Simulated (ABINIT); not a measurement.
## MoS2 (P6_3/mmc): G0W0 in ABINIT against the bands in the screening

Wanted: the cheapest bands in the screening that holds the gap of MoS2 (P6_3/mmc).

Program: ABINIT 10.8.3. Level of theory: PBE and many-body steps on it, plane waves. Results are calculated unless marked as measured.

The database entry behind the starting cell differs from later determinations by our own check (about 0.3 % long), so it need not match the best structure at ambient conditions.

## Step 1: Set-up

The structure is hexagonal, space group P6_3/mmc (No. 194). The conventional cell has a = 3.169 Å, b = 3.169 Å, c = 12.324 Å, α = 90.00°, β = 90.00°, γ = 120.00°. Nearest to Mo lie 6 S at 2.41 Å. S has 3 Mo at 2.41 Å nearest. Farther neighbours and most contacts between anions are not listed.

The cell and positions come from the Crystallography Open Database and are kept as given unless a step says otherwise.

## Step 2: Screening, 6×6×1 mesh, 34 bands, screening to 130.6 eV

This step: ABINIT 10.8.3; RPA screening on PBE, plane waves, norm-conserving pseudopotentials.

The RPA dielectric matrix is built and inverted for each q.

The input, run.abi:

```
acell 3*1.0 Angstrom
rprim 
  3.169000000004 -0.000000000001 0.000000000000
  -1.584500000001 2.744434504597 0.000000000000
  0.000000000000 0.000000000000 12.324000000000
ntypat 2
znucl 42 16
natom 6
typat 1 1 2 2 2 2
xred 
  0.333333333333 0.666666666667 0.250000000000
  0.666666666667 0.333333333333 0.750000000000
  0.333333333333 0.666666666667 0.623000000000
  0.666666666667 0.333333333333 0.123000000000
  0.333333333333 0.666666666667 0.877000000000
  0.666666666667 0.333333333333 0.377000000000
pp_dirpath "pseudos"
pseudos "Mo.upf, S.upf"
ecut 36
ngkpt 6 6 1
nshiftk 1
shiftk 0 0 0
kptopt 1
chksymbreak 0
istwfk *1
occopt 1
irdwfk 1
optdriver 3
nband 34
ecuteps 4.8
inclvkb 2
awtr 1
symchi 1
indata_prefix "in"
outdata_prefix "out"
tmpdata_prefix "tmp"
```

On the command line:

```
OMP_NUM_THREADS=1 mpirun -n 8 abinit run.abi > log
```

The program printed:

```text
.Version 10.8.3 of ABINIT. v10.8.2 released Aug 2026.

 Symmetries : space group P6_3/m m c (#194); Bravais hP (primitive hexag.)
[... echo of the input left out ...]
== DATASET  1 ==================================================================
-   mpi_nproc: 8, omp_nthreads: 1 (-1 if OMP is not activated)

--- !DatasetInfo
iteration_state: {dtset: 1, }
dimensions: {natom: 6, nkpt: 7, mband: 34, nsppol: 1, nspinor: 1, nspden: 1, mpw: 7481, }
cutoff_energies: {ecut:  36.0, pawecutdg:  -1.0, }
electrons: {nelect:   5.20000000E+01, charge:   0.00000000E+00, occopt:   1.00000000E+00, tsmear:   1.00000000E-02, }

 SCREENING: Calculation of the susceptibility and dielectric matrices

 Based on a program developped by R.W. Godby, V. Olevano, G. Onida, and L. Reining.
 Incorporated in ABINIT by V. Olevano, G.-M. Rignanese, and M. Torrent.
.Using double precision arithmetic ; gwpc =  8

[... cell and pseudopotentials left out ...]
--------------------------------------------------------------------------------

 ==== K-mesh for the wavefunctions ====
 Number of points in the irreducible wedge :     7
[... list of points left out ...]
 Together with 24 symmetry operations and time-reversal symmetry
 yields    36 points in the full Brillouin Zone.

 ==== Q-mesh for the screening function ====
 Number of points in the irreducible wedge :     7
[... list of points left out ...]
 Together with 24 symmetry operations and time-reversal symmetry
 yields    36 points in the full Brillouin Zone.

 setmesh: FFT mesh size selected  =    20x   20x   90
          total number of points  =        36000

 vcoul_init : cutoff-mode = AUXILIARY_FUNCTION
 q-points for optical limit:   1
     1)      0.000010    0.000020    0.000030

- screening: taking advantage of time-reversal symmetry
- Maximum band index for partially occupied states nbvw = 26
- Remaining bands to be divided among processors   nbcw = 8
- Number of bands treated by each node ~1

 Number of electrons calculated from density =   52.0000; Expected =   52.0000
 average of density, n =  0.071892
 r_s =    1.4919
 omega_plasma =   25.8640 [eV]

 calculating chi0 at frequencies [eV] :
  1    0.000000E+00    0.000000E+00
  2    0.000000E+00    2.586399E+01

--------------------------------------------------------------------------------
  q-point number  1        q = ( 0.000000, 0.000000, 0.000000) [r.l.u.]
--------------------------------------------------------------------------------
[... chi0 elements left out ...]
 For q-point:  0.000010 0.000020 0.000030
  dielectric constant =  13.0112
  dielectric constant without local fields =  14.6230

  Average fulfillment of the sum rule on Im[epsilon] for q-point    1 :     26.75  [%]
[... wings left out ...]
  q-point number  2        q = ( 0.166667, 0.000000, 0.000000) [r.l.u.]
--------------------------------------------------------------------------------
[... chi0 elements left out ...]
  Average fulfillment of the sum rule on Im[epsilon] for q-point    2 :     29.65  [%]

 [... 5 further q-points ...]
```

Run time: 10 s. Hardware: 8 MPI ranks of Arm Neoverse V1, shared host; peak memory 1.9 GiB.

Numbers from this step:

- ε∞ with local fields, on this mesh, along the program's q direction: 13.01
- the same without local fields: 14.62
- plasma frequency: 25.86 eV
- plane waves in the screening matrix: 341

Local fields lower ε∞ by 11 %. On a Γ-centred mesh this coarse the value itself is usually too large, while a short band sum pulls it down.

## Step 3: 34 bands

This step: G0W0 on PBE, plane waves, norm-conserving pseudopotentials.

run.abi, as its differences from that of step 2:

```diff
@@ -27,8 +27,19 @@
 irdwfk 1
-optdriver 3
-nband 34
+optdriver 4
+nband 106
+gwcalctyp 0
+ecutsigx 36
+symsigma 1
+nkptgw 3
+kptgw 
+  0.0000000000 0.0000000000 0.0000000000
+  0.1666666667 0.1666666667 0.0000000000
+  0.3333333333 0.3333333333 0.0000000000
+bdgw 
+  25 28
+  25 28
+  25 28
 ecuteps 4.8
-inclvkb 2
-awtr 1
-symchi 1
+irdscr 1
+ppmodel 1
 indata_prefix "in"
```

The program printed:

```text
.Version 10.8.3 of ABINIT. v10.8.2 released Aug 2026.

 Symmetries : space group P6_3/m m c (#194); Bravais hP (primitive hexag.)
[... echo of the input left out ...]
== DATASET  1 ==================================================================
-   mpi_nproc: 8, omp_nthreads: 1 (-1 if OMP is not activated)

--- !DatasetInfo
iteration_state: {dtset: 1, }
dimensions: {natom: 6, nkpt: 7, mband: 106, nsppol: 1, nspinor: 1, nspden: 1, mpw: 7481, }
cutoff_energies: {ecut:  36.0, pawecutdg:  -1.0, }
electrons: {nelect:   5.20000000E+01, charge:   0.00000000E+00, occopt:   1.00000000E+00, tsmear:   1.00000000E-02, }

 SIGMA: Calculation of the GW corrections

 Based on a program developped by R.W. Godby, V. Olevano, G. Onida, and L. Reining.
 Incorporated in ABINIT by V. Olevano, G.-M. Rignanese, and M. Torrent.
.Using double precision arithmetic ; gwpc =  8

[... cell and pseudopotentials left out ...]
--------------------------------------------------------------------------------

 ==== K-mesh for the wavefunctions ====
 Number of points in the irreducible wedge :     7
[... list of points left out ...]
 Together with 24 symmetry operations and time-reversal symmetry
 yields    36 points in the full Brillouin Zone.

 ==== Q-mesh for screening function ====
 Number of points in the irreducible wedge :     7
[... list of points left out ...]
 Together with 24 symmetry operations and time-reversal symmetry
 yields    36 points in the full Brillouin Zone.

 vcoul_init : cutoff-mode = AUXILIARY_FUNCTION
 q-points for optical limit:   1
     1)      0.000010    0.000020    0.000030
 setmesh: FFT mesh size selected  =    32x   32x  128
          total number of points  =       131072

 Number of electrons calculated from density =   52.0000; Expected =   52.0000
 average of density, n =  0.071892
 r_s =    1.4919
 omega_plasma =   25.8640 [eV]

 === KS Band Gaps ===
  >>>> For spin  1
   Minimum direct gap =   1.6539 [eV], located at k-point      :   0.3333  0.3333  0.0000
   Fundamental gap    =   0.8888 [eV], Top of valence bands at :   0.0000  0.0000  0.0000
                                       Bottom of conduction at :   0.1667  0.1667  0.0000
 SIGMA fundamental parameters:
 PLASMON POLE MODEL  1
 number of plane-waves for SigmaX                 7437
 number of plane-waves for SigmaC and W            341
 number of plane-waves for wavefunctions          7437
 number of bands                                   106
 number of independent spin polarizations            1
 number of spinorial components                      1
 number of k-points in IBZ                           7
 number of q-points in IBZ                           7
 number of symmetry operations                      24
 number of k-points in BZ                           36
 number of q-points in BZ                           36
 number of frequencies for dSigma/dE                 9
 frequency step for dSigma/dE [eV]                0.25
 number of omega for Sigma on real axis              0
 max omega for Sigma on real axis  [eV]           0.00
 zcut for avoiding poles [eV]                     0.10

 EPSILON^-1 parameters (SCR file):
 dimension of the eps^-1 matrix on file            341
 dimension of the eps^-1 matrix used               341
 number of plane-waves for wavefunctions          7437
 number of bands                                    34
 number of q-points in IBZ                           7
 number of frequencies                               2
 number of real frequencies                          1
 number of imag frequencies                          1

 matrix elements of self-energy operator (all in [eV])

 Perturbative Calculation

--- !SelfEnergy_ee
iteration_state: {dtset: 1, }
kpoint     : [   0.000,    0.000,    0.000, ]
spin       : 1
KS_gap     :    2.100
QP_gap     :    2.616
Delta_QP_KS:    0.517
data: !SigmaeeData |
     Band     E0 <VxcDFT>   SigX SigC(E0)      Z dSigC/dE  Sig(E)    E-E0       E
       25   7.290 -15.411 -16.658   2.049   0.729  -0.371 -14.826   0.585   7.875
       26   8.434 -16.391 -17.086   1.521   0.732  -0.366 -15.786   0.605   9.039
       27  10.534 -15.683 -11.194  -2.976   0.741  -0.349 -14.561   1.121  11.655
       28  10.534 -15.683 -11.194  -2.976   0.741  -0.349 -14.561   1.121  11.655

--- !SelfEnergy_ee
iteration_state: {dtset: 1, }
kpoint     : [   0.167,    0.167,    0.000, ]
spin       : 1
KS_gap     :    2.343
QP_gap     :    2.749
Delta_QP_KS:    0.406
data: !SigmaeeData |
     Band     E0 <VxcDFT>   SigX SigC(E0)      Z dSigC/dE  Sig(E)    E-E0       E
       25   6.952 -16.023 -17.484   2.295   0.726  -0.378 -15.417   0.605   7.557
       26   6.980 -16.154 -17.551   2.280   0.727  -0.375 -15.512   0.641   7.621
[...]
--- !SelfEnergy_ee
iteration_state: {dtset: 1, }
kpoint     : [   0.333,    0.333,    0.000, ]
spin       : 1
KS_gap     :    1.654
QP_gap     :    2.151
Delta_QP_KS:    0.497
data: !SigmaeeData |
     Band     E0 <VxcDFT>   SigX SigC(E0)      Z dSigC/dE  Sig(E)    E-E0       E
[...]
26   7.832 -16.516 -17.090   1.534   0.732  -0.366 -15.813   0.703   8.535
       27   9.486 -17.609 -13.378  -2.576   0.725  -0.379 -16.409   1.200  10.686
       28   9.486 -17.609 -13.378  -2.576   0.725  -0.379 -16.409   1.200  10.686

== END DATASET(S) ==============================================================
================================================================================

 -outvars: echo values of variables after computation  --------
           etotal      0.0000000000E+00
            nband         106
             nkpt           7
          spgroup         194
 [... the other variables as echoed above ...]

 Calculation completed.
```

Wall time 18 s (8 MPI ranks); peak memory 1.7 GiB; 2.4 min of CPU time.

This step gave:

* G0W0 gap on the points computed: 1.331 eV
* starting gap on the mesh: 0.8887 eV
* k of the valence top: 0, 0, 0
* k of the conduction bottom: 0.1667, 0.1667, 0
* Z at the valence top: 0.732
* Z at the conduction bottom: 0.743
* least direct G0W0 gap on the computed points: 2.151 eV

## Step 4: Screening, 6×6×1 mesh, 44 bands, screening to 130.6 eV

This step: RPA screening on PBE, plane waves, norm-conserving pseudopotentials.

run.abi, as its differences from that of step 3:

```diff
@@ -27,19 +27,8 @@
 irdwfk 1
-optdriver 4
-nband 106
-gwcalctyp 0
-ecutsigx 36
-symsigma 1
-nkptgw 3
-kptgw 
-  0.0000000000 0.0000000000 0.0000000000
-  0.1666666667 0.1666666667 0.0000000000
-  0.3333333333 0.3333333333 0.0000000000
-bdgw 
-  25 28
-  25 28
-  25 28
+optdriver 3
+nband 44
 ecuteps 4.8
-irdscr 1
-ppmodel 1
+inclvkb 2
+awtr 1
+symchi 1
 indata_prefix "in"
```

The program printed:

```text
.Version 10.8.3 of ABINIT. v10.8.2 released Aug 2026.

 Symmetries : space group P6_3/m m c (#194); Bravais hP (primitive hexag.)
[... echo of the input left out ...]
== DATASET  1 ==================================================================
-   mpi_nproc: 8, omp_nthreads: 1 (-1 if OMP is not activated)

--- !DatasetInfo
iteration_state: {dtset: 1, }
dimensions: {natom: 6, nkpt: 7, mband: 44, nsppol: 1, nspinor: 1, nspden: 1, mpw: 7481, }
cutoff_energies: {ecut:  36.0, pawecutdg:  -1.0, }
electrons: {nelect:   5.20000000E+01, charge:   0.00000000E+00, occopt:   1.00000000E+00, tsmear:   1.00000000E-02, }

 SCREENING: Calculation of the susceptibility and dielectric matrices

 Based on a program developped by R.W. Godby, V. Olevano, G. Onida, and L. Reining.
 Incorporated in ABINIT by V. Olevano, G.-M. Rignanese, and M. Torrent.
.Using double precision arithmetic ; gwpc =  8

[... cell and pseudopotentials left out ...]
--------------------------------------------------------------------------------

 ==== K-mesh for the wavefunctions ====
 Number of points in the irreducible wedge :     7
[... list of points left out ...]
 Together with 24 symmetry operations and time-reversal symmetry
 yields    36 points in the full Brillouin Zone.

 ==== Q-mesh for the screening function ====
 Number of points in the irreducible wedge :     7
[... list of points left out ...]
 Together with 24 symmetry operations and time-reversal symmetry
 yields    36 points in the full Brillouin Zone.

 setmesh: FFT mesh size selected  =    20x   20x   90
          total number of points  =        36000

 vcoul_init : cutoff-mode = AUXILIARY_FUNCTION
 q-points for optical limit:   1
     1)      0.000010    0.000020    0.000030

- screening: taking advantage of time-reversal symmetry
- Maximum band index for partially occupied states nbvw = 26
- Remaining bands to be divided among processors   nbcw = 18
- Number of bands treated by each node ~2

 Number of electrons calculated from density =   52.0000; Expected =   52.0000
 average of density, n =  0.071892
 r_s =    1.4919
 omega_plasma =   25.8640 [eV]

 calculating chi0 at frequencies [eV] :
  1    0.000000E+00    0.000000E+00
  2    0.000000E+00    2.586399E+01

--------------------------------------------------------------------------------
  q-point number  1        q = ( 0.000000, 0.000000, 0.000000) [r.l.u.]
--------------------------------------------------------------------------------
[... chi0 elements left out ...]
 For q-point:  0.000010 0.000020 0.000030
  dielectric constant =  14.1525
  dielectric constant without local fields =  15.9698

  Average fulfillment of the sum rule on Im[epsilon] for q-point    1 :     45.55  [%]
[... wings left out ...]
  q-point number  2        q = ( 0.166667, 0.000000, 0.000000) [r.l.u.]
--------------------------------------------------------------------------------
[... chi0 elements left out ...]
  Average fulfillment of the sum rule on Im[epsilon] for q-point    2 :     49.16  [%]

 [... 5 further q-points ...]
```

It took 18 s on 8 MPI ranks; peak memory 1.9 GiB; 2.5 min of CPU time.

This step gave:

```
ε∞ with local fields, on this mesh, along the program's q direction : 14.15
the same without local fields                                       : 15.97
plasma frequency                                                    : 25.86 eV
plane waves in the screening matrix                                 : 341
```

## Step 5: 44 bands

The self-energy is evaluated for the states that the input lists, and the levels follow from it, in one-shot runs by the linearised quasiparticle equation.

This step: G0W0 on PBE, plane waves, norm-conserving pseudopotentials.

run.abi, as its differences from that of step 4:

```diff
@@ -27,8 +27,19 @@
 irdwfk 1
-optdriver 3
-nband 44
+optdriver 4
+nband 106
+gwcalctyp 0
+ecutsigx 36
+symsigma 1
+nkptgw 3
+kptgw 
+  0.0000000000 0.0000000000 0.0000000000
+  0.1666666667 0.1666666667 0.0000000000
+  0.3333333333 0.3333333333 0.0000000000
+bdgw 
+  25 28
+  25 28
+  25 28
 ecuteps 4.8
-inclvkb 2
-awtr 1
-symchi 1
+irdscr 1
+ppmodel 1
 indata_prefix "in"
```

The program printed:

```text
.Version 10.8.3 of ABINIT. v10.8.2 released Aug 2026.

 Symmetries : space group P6_3/m m c (#194); Bravais hP (primitive hexag.)
[... echo of the input left out ...]
== DATASET  1 ==================================================================
-   mpi_nproc: 8, omp_nthreads: 1 (-1 if OMP is not activated)

--- !DatasetInfo
iteration_state: {dtset: 1, }
dimensions: {natom: 6, nkpt: 7, mband: 106, nsppol: 1, nspinor: 1, nspden: 1, mpw: 7481, }
cutoff_energies: {ecut:  36.0, pawecutdg:  -1.0, }
electrons: {nelect:   5.20000000E+01, charge:   0.00000000E+00, occopt:   1.00000000E+00, tsmear:   1.00000000E-02, }

 SIGMA: Calculation of the GW corrections

 Based on a program developped by R.W. Godby, V. Olevano, G. Onida, and L. Reining.
 Incorporated in ABINIT by V. Olevano, G.-M. Rignanese, and M. Torrent.
.Using double precision arithmetic ; gwpc =  8

[... cell and pseudopotentials left out ...]
--------------------------------------------------------------------------------

 ==== K-mesh for the wavefunctions ====
 Number of points in the irreducible wedge :     7
[... list of points left out ...]
 Together with 24 symmetry operations and time-reversal symmetry
 yields    36 points in the full Brillouin Zone.

 ==== Q-mesh for screening function ====
 Number of points in the irreducible wedge :     7
[... list of points left out ...]
 Together with 24 symmetry operations and time-reversal symmetry
 yields    36 points in the full Brillouin Zone.

 vcoul_init : cutoff-mode = AUXILIARY_FUNCTION
 q-points for optical limit:   1
     1)      0.000010    0.000020    0.000030
 setmesh: FFT mesh size selected  =    32x   32x  128
          total number of points  =       131072

 Number of electrons calculated from density =   52.0000; Expected =   52.0000
[...]
number of plane-waves for wavefunctions          7437
 number of bands                                    44
 number of q-points in IBZ                           7
 number of frequencies                               2
 number of real frequencies                          1
 number of imag frequencies                          1

 matrix elements of self-energy operator (all in [eV])

 Perturbative Calculation

--- !SelfEnergy_ee
iteration_state: {dtset: 1, }
kpoint     : [   0.000,    0.000,    0.000, ]
spin       : 1
KS_gap     :    2.100
QP_gap     :    2.536
Delta_QP_KS:    0.436
data: !SigmaeeData |
     Band     E0 <VxcDFT>   SigX SigC(E0)      Z dSigC/dE  Sig(E)    E-E0       E
       25   7.290 -15.411 -16.658   1.938   0.761  -0.314 -14.885   0.526   7.816
       26   8.434 -16.391 -17.086   1.459   0.761  -0.314 -15.810   0.581   9.016
       27  10.534 -15.683 -11.194  -3.162   0.767  -0.304 -14.665   1.018  11.552
[...]
--- !SelfEnergy_ee
iteration_state: {dtset: 1, }
kpoint     : [   0.167,    0.167,    0.000, ]
spin       : 1
KS_gap     :    2.343
QP_gap     :    2.688
Delta_QP_KS:    0.345
data: !SigmaeeData |
     Band     E0 <VxcDFT>   SigX SigC(E0)      Z dSigC/dE  Sig(E)    E-E0       E
[...]
--- !SelfEnergy_ee
iteration_state: {dtset: 1, }
kpoint     : [   0.333,    0.333,    0.000, ]
spin       : 1
KS_gap     :    1.654
QP_gap     :    2.151
Delta_QP_KS:    0.497
data: !SigmaeeData |
     Band     E0 <VxcDFT>   SigX SigC(E0)      Z dSigC/dE  Sig(E)    E-E0       E
[...]
27   9.486 -17.609 -13.378  -2.717   0.758  -0.320 -16.462   1.147  10.633
       28   9.486 -17.609 -13.378  -2.717   0.758  -0.320 -16.462   1.147  10.633

== END DATASET(S) ==============================================================
================================================================================

 -outvars: echo values of variables after computation  --------
           etotal      0.0000000000E+00
            nband         106
             nkpt           7
          spgroup         194
 [... the other variables as echoed above ...]

 Calculation completed.
```

Run time: 18 s. Hardware: 8 MPI ranks; peak memory 1.7 GiB.

Numbers from this step:

| Item | Value |
| --- | --- |
| G0W0 gap on the points computed | 1.240 eV |
| starting gap on the mesh | 0.8887 eV |
| k of the valence top | 0, 0, 0 |
| k of the conduction bottom | 0.1667, 0.1667, 0 |
| Z at the valence top | 0.761 |
| Z at the conduction bottom | 0.771 |
| least direct G0W0 gap on the computed points | 2.151 eV |

The gap on the mesh goes from 0.89 eV to 1.24 eV, a correction of +0.35 eV.

[end of part 1 of 2]

[Paths, hosts, dates, memory and timing lines, banners, echoed tables and standing remarks are left out of the program output.]

[Logs are printed without paths, hosts, clocks, repeated set-up lines and the standing remarks that a program may print on its own settings, such as how far it seeks lower states.]

[Runs of the session that timed out or met a known fault of the program may be left out.]

[No measured gap is set beside runs whose start may be inverted or whose files or cutoffs have a known fault.]

[Hosts, paths, dates, database ids (printed as entryN), source tags and the programs' standing remarks are cut or masked in the printed files.]

[G0W0 gaps are taken among the corrected bands and points alone; a level outside them can change the order at an edge.]

[Where Ansatz stands beside ABINIT at settings called matched, ABINIT's density can come from a denser mesh and the files from another edition; pairs whose starting gaps differed by over 0.03 eV were left out, so agreement reads better than it is.]
